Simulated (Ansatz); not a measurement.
# What SiPbS3 in P4/mbm, a phase reached by a soft mode distorts into, part 2 of 2

Wanted: the energy along a soft mode of SiPbS3 in P4/mbm, a phase reached by a soft mode and the structure at the end.

Ansatz 0.2.0; DFT PBEsol, scalar-relativistic, plane waves, PAW; PAW set soft_1.

So far. Step 5 (Energy along the mode, all amplitudes (two of the runs …): The lowest of the steps tried is at 0.22 Å, 40.7 meV/atom below the parent; the bottom of the well need not coincide with a step. Step 7 (The new phase in its own primitive cell): The largest force component left is 0.56 meV/Å and the pressure is 0.001 GPa, within the tolerances set. The cell now holds 20.57 Å³/atom.

The structure was built from a prototype and need not be the compound's stable phase.

In doubt: the program warns that the response may not be converged on this k-mesh (step 8), which bears on the force constants and all frequencies.

## 8. Modes of the new phase

A relaxed structure may still be a saddle point, so its zone-centre modes are computed. The response to a homogeneous field gives the Born charges and the dielectric tensor.

input.yaml reads:

```yaml
crystal:
  lattice:
    - [6.0501067086, 0.0, 0.0]
    - [0.0, 6.0501067086, 0.0]
    - [0.0, 0.0, 5.6184995175]
  atoms:
    - { symbol: Pb, position: [0.5, 0.0, 0.0522987014] }
    - { symbol: Pb, position: [0.0, 0.5, 0.0522987014] }
    - { symbol: Si, position: [0.0, 0.0, 0.5753427921] }
    - { symbol: Si, position: [0.5, 0.5, 0.5753427921] }
    - { symbol: S, position: [0.19523904, 0.69523904, 0.4617663687] }
    - { symbol: S, position: [0.80476096, 0.30476096, 0.4617663687] }
    - { symbol: S, position: [0.30476096, 0.19523904, 0.4617663687] }
    - { symbol: S, position: [0.69523904, 0.80476096, 0.4617663687] }
    - { symbol: S, position: [0.0, 0.0, 0.9530377382] }
    - { symbol: S, position: [0.5, 0.5, 0.9530377382] }
kpoints:
  mp_grid: { grid: [4, 4, 4] }
hamiltonian:
  xc: pbesol
  pseudopotentials: { kind: paw, azcp: { folder: soft_1 }, xc_functional: pbe }
scf:
  occupations: { method: fixed }
output:
  eigenvalues: true
phonons:
  method: dfpt
  dielectric: true
  rigid_motions: translations
```

Started as:

```
$ ansatz run input.yaml --threads 8 --pin off --max-ram 16384MiB --backend cpu --events-out ev --progress --plain --runs-dir out
```

Wall time 75 s (8 threads of Arm Neoverse V2, shared host); peak memory 1.9 GiB; 9.2 min of CPU time.

Numbers from this step:

| Quantity | Value |
| --- | --- |
| sum-rule residual before enforcement | 9.67e-5 eV/Å² |
| miss of the charge sum rule | 0.03461 e |
| estimated error of the dielectric tensor | 0.09315 |
| estimated error of the Born charges | 0.04652 e |
| point group | 4mm |
| highest optical mode at the zone centre (no LO-TO term) | 508.5 cm⁻¹ |
| lowest optical zone-centre mode | -25.04 cm⁻¹ |
| mean high-frequency dielectric constant | 13.48 |
| largest Born charge (third of the trace) | 4.159 e |
| top of the zone-centre spectrum with the field | 541.5 cm⁻¹ |

Patterns of degenerate modes are one choice out of their space. Modes at Γ, with each element's share of the kinetic energy (negative means imaginary):

```
mode  frequency (cm⁻¹)  symmetry  Pb %  Si %  S %
   1             -25.0         E    25     4   71
   2             -25.0         E    25     4   71
   3               0.0  acoustic    63     8   29
   4               0.0  acoustic    63     8   29
   5               0.0  acoustic    63     8   29
   6              44.4        B2    95     0    5
   7              45.5         E    93     1    6
   8              45.5         E    93     1    6
   9              73.4         E    14    18   68
  10              73.4         E    14    18   68
  11              83.0        A1    31     6   63
  12             130.7        B2     4     0   96
  13             136.6         E     4     7   89
  14             136.6         E     4     7   89
  15             170.6         E     0    25   74
  16             170.6         E     0    25   74
  17             181.9        A1     6    14   80
  18             194.7        A2     0    44   56
  19             222.3        B1     0     0  100
  20             255.8         E     1    25   74
  21             255.8         E     1    25   74
  22             294.3        B2     1     0   99
  23             301.8        A1     0    10   89
  24             359.5         E     0    71   29
  25             359.5         E     0    71   29
  26             359.6        A2     0     0  100
  27             374.4         E     0    39   61
  28             374.4         E     0    39   61
  29             493.2        A2     0    56   44
  30             508.5        A1     0    62   38
```

Displacements in mode 1 (-25.0 cm⁻¹), the largest set to 1:
```
Pb1  0.41  0.30  0.00
Pb2  0.28  0.00  0.00
Si3 -0.42 -0.11  0.00
Si4 -0.37 -0.23  0.00
S5  -1.00 -0.66  0.90
S6  -1.00 -0.66 -0.90
S7  -0.76 -0.11 -0.35
S8  -0.76 -0.11  0.35
S9  -0.27  0.27  0.00
S10  0.01 -0.38  0.00
```

Displacements in mode 26 (359.6 cm⁻¹), the largest set to 1:
```
Pb1  0.00  0.00  0.00
Pb2  0.00  0.00  0.00
Si3  0.00  0.00 -0.02
Si4  0.00  0.00  0.02
S5   1.00 -1.00  0.00
S6  -1.00  1.00  0.00
S7   1.00  1.00  0.00
S8  -1.00 -1.00  0.00
S9   0.00  0.00  0.66
S10  0.00  0.00 -0.66
```

Optical modes at the zone centre, without and with the macroscopic field of the longitudinal modes; each column is sorted by frequency, so a row need not hold one and the same mode. Modes with and without the field, by row:

```
rank among optical modes  no field (cm⁻¹)  q along (1, 0, 0) (cm⁻¹)  q along (0, 0, 1) (cm⁻¹)
                       1              -25                       -25                       -25
                       2              -25                      35.3                       -25
                       3             44.4                      44.4                      44.4
                       4             45.5                      45.5                      45.5
                       5             45.5                        52                      45.5
                       6             73.4                      73.4                      73.4
                       7             73.4                      75.9                      73.4
                       8               83                        83                     123.8
                       9            130.7                     130.7                     130.7
                      10            136.6                     136.6                     136.6
                      11            136.6                     136.9                     136.6
                      12            170.6                     170.6                     170.6
                      13            170.6                     181.9                     170.6
                      14            181.9                     194.7                     182.3
                      15            194.7                     202.5                     194.7
                      16            222.3                     222.3                     222.3
                      17            255.8                     255.8                     255.8
                      18            255.8                     276.7                     255.8
                      19            294.3                     294.3                     294.3
                      20            301.8                     301.8                     312.9
                      21            359.5                     359.5                     359.5
                      22            359.5                     359.6                     359.5
                      23            359.6                     369.9                     359.6
                      24            374.4                     374.4                     374.4
                      25            374.4                     391.4                     374.4
                      26            493.2                     493.2                     493.2
                      27            508.5                     508.5                     541.5
```

Born charge (rows field, columns displacement) (e), principal values of the symmetric part by kind of site:

```
atom  atoms with these values    low  middle   high   mean
 Pb1                        2   3.54    3.72   5.22   4.16
 Si3                        2   3.17    4.23   4.23   3.88
  S5                        4  -3.03   -2.71  -1.85  -2.53
  S9                        2  -3.17   -3.17  -2.58  -2.97
```

In full for Pb1:

```
 4.38 -0.84  0.00
-0.84  4.38  0.00
 0.00  0.00  3.72
```

High-frequency dielectric tensor:

```
15.78  0.00  0.00
 0.00 15.78  0.00
 0.00  0.00  8.87
```

Transverse modes; imaginary modes are left out. Lines of the infrared spectrum (strongest = 100):

```
position (cm⁻¹)  lines merged  relative intensity
             44             1                 0.0
             46             1                 2.6
             73             1                 2.6
             83             1                  18
            131             1                 0.0
            137             1                 1.3
            171             1                 100
            182             1                 0.2
            195             1                 0.0
            222             1                 0.0
            256             1                  56
            294             1                 0.0
            302             1                  13
            360             2                  71
            374             1                  18
            493             1                 0.0
            508             1                  54
```

Before it was imposed, the acoustic sum rule was missed by 9.7e-5 eV/Å² and the charge sum rule by 0.035 e. The charge miss is large and points to the mesh or the basis. The lowest optical mode is imaginary, 25.0i cm⁻¹, so the energy falls along it.

The log warns of the k mesh: “the force constants stand on the 4×4×4 k-mesh, whose period is 9.37 times the interband length at k = (0.0000, 0.0000, 0.2500), direct gap 1.332 eV, under 14: take them and everything formed from them as unconverged”.

## 9. The phases reached

The phases reached along the modes that were followed are set side by side.

Energies are those of the first relaxation, on the mesh of the frozen mode; space group, volume and gap are those of the last relaxation. Phases, by row:

```
          mode frozen in  space group  energy from parent (meV/atom)  volume (Å³/atom)  gap on mesh (eV)  lowest zone-centre optical mode (cm⁻¹)  largest shift (Å)
                  parent       P4/mbm                              0             19.11             0.278                                       –                  –
q = (0, 0, 0), 300i cm⁻¹         P4bm                         -113.7             20.57             1.239                                     -25              0.418
```

## 10. Results

```
unstable mode of the parent                                                      : q = (0, 0, 0), 300i cm⁻¹
depth at the lowest point sampled                                                : 40.7 meV/atom
largest atomic shift at that point                                               : 0.22 Å
space group reached (within 0.01 Å)                                              : P4bm
energy gained over the parent (first relaxation, on the mesh of the frozen mode) : 114 meV/atom
volume per atom, phase reached                                                   : 20.6 Å³
gap on the k-mesh, phase reached                                                 : 1.24 eV
lowest optical zone-centre mode, phase reached                                   : -25.0 cm⁻¹
highest optical mode at the zone centre (no LO-TO term), phase reached           : 508 cm⁻¹
```

**Reading.** Along this mode the structure falls into P4bm, 114 meV/atom below the parent. At the parent's cell the well is 40.72 meV/atom deep on the steps tried, with its lowest point at a shift of 0.22 Å. Relaxing atoms and cell changes the gain by +73.01 meV/atom against the lowest step (energies at zero smearing). Most of the total comes from this relaxation. The new phase still has an imaginary mode at the zone centre of its cell, so it is a saddle point on the way to a lower structure. Each path keeps the symmetry of its pattern, so a lower phase may lie along a pattern not tried. With the field response the log warns that the k mesh is coarse for the force constants too, so the frequencies may not be converged. In at least one run the field response is not settled by the k meshes in reach, so its dielectric tensor, Born charges and longitudinal modes are rough. Spin-orbit coupling is left out, which can matter for the heavy elements here. The PAW files were made for PBE and serve the other functionals too. The starting cell was built on a prototype and not taken from a measurement, so the phase need not exist.

[Logs are printed without paths, hosts, clocks, repeated set-up lines and the standing remarks that a program may print on its own settings, such as how far it seeks lower states.]

[Hosts, paths, dates, database ids (printed as entryN), source tags and the programs' standing remarks are cut or masked in the printed files.]
